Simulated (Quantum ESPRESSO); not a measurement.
# NbSi3 (Pm-3m): zone-centre phonons

Aim: the zone-centre modes of NbSi3 (Pm-3m).

Calculated with Quantum ESPRESSO 7.5; DFT LDA, scalar-relativistic, plane waves, JTH PAW pseudopotentials.

This is a report of a sequence of runs, with most program output left out.

The structure was built from a prototype and need not be the compound's stable phase.

**1. The starting structure**

Symmetry: Pm-3m, No. 221, cubic system. The conventional cell has a = 3.925 Å, b = 3.925 Å, c = 3.925 Å, α = 90.00°, β = 90.00°, γ = 90.00°. Nearest to Nb lie 12 Si at 2.78 Å. Nearest to Si lie 4 Nb at 2.78 Å and 8 Si at 2.78 Å. Farther neighbours are not listed.

**2. A first look**

Before anything dear is run, a loose run with smearing shows whether this is a metal and how far the cell is from rest.

Contents of probe.in:

```
 &control
    calculation='scf',
    prefix='x',
    outdir='./tmp',
    pseudo_dir='./pseudo',
    tprnfor=.true.,
    tstress=.true.,
    verbosity='high',
 /
 &system
    ibrav=0,
    nat=4,
    ntyp=2,
    ecutwfc=40.0,
    ecutrho=200.0,
    occupations='smearing',
    smearing='gaussian',
    degauss=0.01,
 /
 &electrons
    conv_thr=1.0d-07,
    mixing_beta=0.7,
    electron_maxstep=100,
 /
ATOMIC_SPECIES
 Nb     92.9064  Nb.upf
 Si     28.0850  Si.upf
CELL_PARAMETERS angstrom
     3.925279570    0.000000000    0.000000000
     0.000000000    3.925279570    0.000000000
     0.000000000    0.000000000    3.925279570
ATOMIC_POSITIONS crystal
 Nb     0.000000000   0.000000000   0.000000000
 Si     0.000000000   0.500000000   0.500000000
 Si     0.500000000   0.000000000   0.500000000
 Si     0.500000000   0.500000000   0.000000000
K_POINTS automatic
 6 6 6 0 0 0
```

The run is started by

```console
OMP_NUM_THREADS=1 mpirun -n 4 pw.x -nk 4 -in probe.in > probe.out
```

The job ended after 3 s (4 MPI ranks of Arm Neoverse V2, shared host; 12 s of CPU time).

This step gave:

- volume per atom: 15.12 Å³
- pressure: -9.282 GPa
- gap on the k-mesh: 0 eV

No gap opens on this mesh, so smearing is kept; the start stands at -9.3 GPa.

**3. Relaxing the cell and atoms**

The harmonic expansion starts where the forces on the atoms vanish, and stress shifts the frequencies, so cell and atoms are relaxed with tight thresholds.

Contents of relax.in:

```
 &control
    calculation='vc-relax',
    prefix='x',
    outdir='./tmp',
    pseudo_dir='./pseudo',
    tprnfor=.true.,
    tstress=.true.,
    forc_conv_thr=2.0d-05,
    etot_conv_thr=1.0d-07,
    nstep=40,
 /
 &system
    ibrav=0,
    nat=4,
    ntyp=2,
    ecutwfc=40.0,
    ecutrho=200.0,
    occupations='smearing',
    smearing='mv',
    degauss=0.02,
 /
 &electrons
    conv_thr=1.0d-11,
    mixing_beta=0.7,
    electron_maxstep=100,
 /
 &ions
 /
 &cell
    press_conv_thr=0.2,
 /
ATOMIC_SPECIES
 Nb     92.9064  Nb.upf
 Si     28.0850  Si.upf
CELL_PARAMETERS angstrom
     3.925279570    0.000000000    0.000000000
     0.000000000    3.925279570    0.000000000
     0.000000000    0.000000000    3.925279570
ATOMIC_POSITIONS crystal
 Nb     0.000000000   0.000000000   0.000000000
 Si     0.000000000   0.500000000   0.500000000
 Si     0.500000000   0.000000000   0.500000000
 Si     0.500000000   0.500000000   0.000000000
K_POINTS automatic
 8 8 8 0 0 0
```

The run is started by

```console
OMP_NUM_THREADS=1 mpirun -n 4 pw.x -nk 4 -in relax.in > relax.out
```

Run time: 44 s. Hardware: 4 MPI ranks.

Step by step:

| step | energy less that of the first step (eV) | largest force (eV/Å) | pressure (GPa) | volume (Å³) |
| --- | --- | --- | --- | --- |
| 1 | 0.0000 | 0.0000 | -9.50 | 60.48 |
| 2 | -0.1213 | 0.0000 | -3.73 | 57.60 |
| 3 | -0.1391 | 0.0000 | 0.54 | 55.88 |
| 4 | -0.1394 | 0.0000 | -0.02 | 56.09 |
| 5 | -0.1394 | 0.0000 | 0.00 | 56.08 |
| 6 | -0.1354 | 0.0000 | 0.02 | 56.08 |

| conventional cell, symmetrised | before | after | change |
| --- | --- | --- | --- |
| a (Å) | 3.925 | 3.828 | -2.5 % |
| b (Å) | 3.925 | 3.828 | -2.5 % |
| c (Å) | 3.925 | 3.828 | -2.5 % |
| volume (Å³/atom) | 15.12 | 14.02 | -7.3 % |

The last row of the table of steps is pw.x's closing run on a basis chosen anew for the final cell, so its energy can jump.

This step gave:

| Quantity | Value |
| --- | --- |
| volume per atom | 14.02 Å³ |
| pressure | 0.02200 GPa |

The volume changes by -7.3 % from the cell with which this run began.

**4. Self-consistent run for the response**

Perturbation theory inherits every error of the wavefunctions, so the threshold is set near the limit of the arithmetic. Smearing stays on, as the first look found no gap above 0.3 eV.

Contents of scf.in:

```
 &control
    calculation='scf',
    prefix='x',
    outdir='./tmp',
    pseudo_dir='./pseudo',
    tprnfor=.true.,
    tstress=.true.,
 /
 &system
    ibrav=0,
    nat=4,
    ntyp=2,
    ecutwfc=40.0,
    ecutrho=200.0,
    occupations='smearing',
    smearing='mv',
    degauss=0.02,
 /
 &electrons
    conv_thr=1.0d-12,
    mixing_beta=0.7,
    electron_maxstep=100,
 /
ATOMIC_SPECIES
 Nb     92.9064  Nb.upf
 Si     28.0850  Si.upf
CELL_PARAMETERS angstrom
     3.827661318    0.000000000    0.000000000
     0.000000000    3.827661318    0.000000000
     0.000000000    0.000000000    3.827661318
ATOMIC_POSITIONS crystal
 Nb     0.000000000   0.000000000   0.000000000
 Si     0.000000000   0.500000000   0.500000000
 Si     0.500000000   0.000000000   0.500000000
 Si     0.500000000   0.500000000   0.000000000
K_POINTS automatic
 8 8 8 0 0 0
```

The run is started by

```console
OMP_NUM_THREADS=1 mpirun -n 4 pw.x -nk 4 -in scf.in > scf.out
```

The job ended after 9.2 s (4 MPI ranks).

The cell stands at 0.022 GPa, close enough for phonons.

**5. Linear response at Γ**

At q = 0 one unit cell holds all displacements; symmetry groups them into irreducible representations that are solved one by one. With smeared occupations no response to a homogeneous field can be asked.

Contents of ph.in:

```
phonons
 &inputph
    prefix='x',
    outdir='./tmp',
    fildyn='g.dyn',
    tr2_ph=1.0d-18,
    alpha_mix(1)=0.4,
    nmix_ph=8,
 /
0.000000000000 0.000000000000 0.000000000000
```

The run is started by

```console
OMP_NUM_THREADS=1 mpirun -n 4 ph.x -nk 4 -in ph.in > ph.out
```

Elapsed: 2.8 min, on 4 MPI ranks; 11 min of CPU time.

Numbers from this step:

- largest acoustic frequency at the zone centre before the sum rule: 2.21 cm⁻¹
- highest optical zone-centre mode (no LO-TO term): 272.4 cm⁻¹
- lowest optical zone-centre mode: -76.85 cm⁻¹

The acoustic modes at Γ come out as far as 2.2 cm⁻¹ from zero, where they should vanish, a small numerical error. The lowest optical mode is imaginary, 77i cm⁻¹, an instability at this level and on this k mesh.

**6. Zone-centre analysis**

A rigid shift of the crystal must cost nothing, but grids and finite bases break this; the acoustic sum rule is imposed before the matrix is diagonalised again.

Contents of dynmat.in:

```
 &input
    fildyn='g.dyn',
    asr='simple',
    fileig='dynmat.eig',
 /
```

The run is started by

```console
dynmat.x -in dynmat.in > dynmat.out
```

Wall time 0.47 s (1 thread).

This step gave:

```
lowest optical zone-centre mode : -76.9 cm⁻¹
```

Unit eigenvectors of the mass-weighted matrix after the sum rule; no LO-TO term. Modes at Γ, with each element's share of the kinetic energy (negative means imaginary):

| mode | frequency (cm⁻¹) | Nb % | Si % |
| --- | --- | --- | --- |
| 1 | -76.9 | 28 | 72 |
| 2 | -76.9 | 28 | 72 |
| 3 | -76.9 | 28 | 72 |
| 4 | 0.0 | 52 | 48 |
| 5 | 0.0 | 52 | 48 |
| 6 | 0.0 | 52 | 48 |
| 7 | 237.8 | 0 | 100 |
| 8 | 237.8 | 0 | 100 |
| 9 | 237.8 | 0 | 100 |
| 10 | 272.4 | 20 | 80 |
| 11 | 272.4 | 20 | 80 |
| 12 | 272.4 | 20 | 80 |

Displacements in mode 1 (-76.9 cm⁻¹), the largest set to 1:
```
Nb1  0.00  0.01 -0.34
Si2  0.01  0.00  0.06
Si3  0.00 -0.02  0.06
Si4  0.00  0.00  1.00
```

Displacements in mode 8 (237.8 cm⁻¹), the largest set to 1:
```
Nb1  0.00  0.00  0.00
Si2  0.00  1.00  0.40
Si3 -0.42  0.00 -0.40
Si4  0.42 -1.00  0.00
```

The rule moves no optical mode by more than 0.1 cm⁻¹.

**7. Sum rules set otherwise: a sum rule for molecules or wires on a crystal**

This rule also removes rotations, which suits wires and not a crystal; it is tried to see the harm.

Contents of dynmat.in:

```
 &input
    fildyn='g.dyn',
    asr='one-dim',
    fileig='dynmat.eig',
 /
```

The run is started by

```console
dynmat.x -in dynmat.in > dynmat.out
```

The job ended after 0.47 s (1 thread).

The program raised no error, yet the settings are not those of a careful run.

The fault: a sum rule for molecules or wires on a crystal; 1 optical mode is projected out to zero frequency, as if it were a rotation.

For a crystal the rule has to be 'simple' or 'crystal'.

Zone-centre frequencies as printed; negative means imaginary. Modes:

| mode | frequency (cm⁻¹) |
| --- | --- |
| 1 | -76.87 |
| 2 | -76.87 |
| 3 | 0 |
| 4 | 0 |
| 5 | 0 |
| 6 | 0 |
| 7 | 139.8 |
| 8 | 237.8 |
| 9 | 237.8 |
| 10 | 272.4 |
| 11 | 272.4 |
| 12 | 281.5 |

**8. Sum rules set otherwise (asr no)**

Without the rule the raw error of the acoustic modes shows.

Contents of dynmat.in:

```
 &input
    fildyn='g.dyn',
    asr='no',
    fileig='dynmat.eig',
 /
```

The run is started by

```console
dynmat.x -in dynmat.in > dynmat.out
```

Wall time 0.47 s (1 thread).

This step gave:

* lowest optical zone-centre mode: -76.85 cm⁻¹

Zone-centre frequencies as printed; negative means imaginary. Modes:

| mode | frequency (cm⁻¹) |
| --- | --- |
| 1 | -76.85 |
| 2 | -76.85 |
| 3 | -76.85 |
| 4 | 2.21 |
| 5 | 2.21 |
| 6 | 2.21 |
| 7 | 237.8 |
| 8 | 237.8 |
| 9 | 237.8 |
| 10 | 272.4 |
| 11 | 272.4 |
| 12 | 272.4 |

Against the first rule no mode moves by more than 2.3 cm⁻¹.

**9. Outcome**

| Property | Result |
| --- | --- |
| space group after relaxation | Pm-3m |
| volume per atom | 14.0 Å³ |
| highest optical zone-centre mode (no LO-TO term) | 272.4 cm⁻¹ |
| lowest optical zone-centre mode | -76.9 cm⁻¹ |
| imaginary optical modes at the zone centre (no q mesh in this session) | yes |

**Reading.** At the LDA level the optical modes of NbSi3 (Pm-3m) at the zone centre run from 77i to 272 cm⁻¹, so the structure is a saddle point, with 3 modes beyond 10i cm⁻¹ there. Of the 9 optical modes, 6 are infrared active alone and 3 are silent. These are harmonic frequencies at zero temperature: anharmonic shifts and linewidths and thermal expansion are left out. In a metal the frequencies hang on the k mesh and the smearing, most of all near Kohn anomalies. The runs are without spin polarisation, although the cell has an odd electron count or an open d or f shell, so a magnetic state was not tested. The structure is a hypothetical one, built on a prototype.

[Host names and launcher messages were left out of these logs when they were recorded.]

[Logs are printed without paths, hosts, clocks, repeated set-up lines and the standing remarks that a program may print on its own settings, such as how far it seeks lower states.]

[Hosts, paths, dates, database ids (printed as entryN), source tags and the programs' standing remarks are cut or masked in the printed files.]
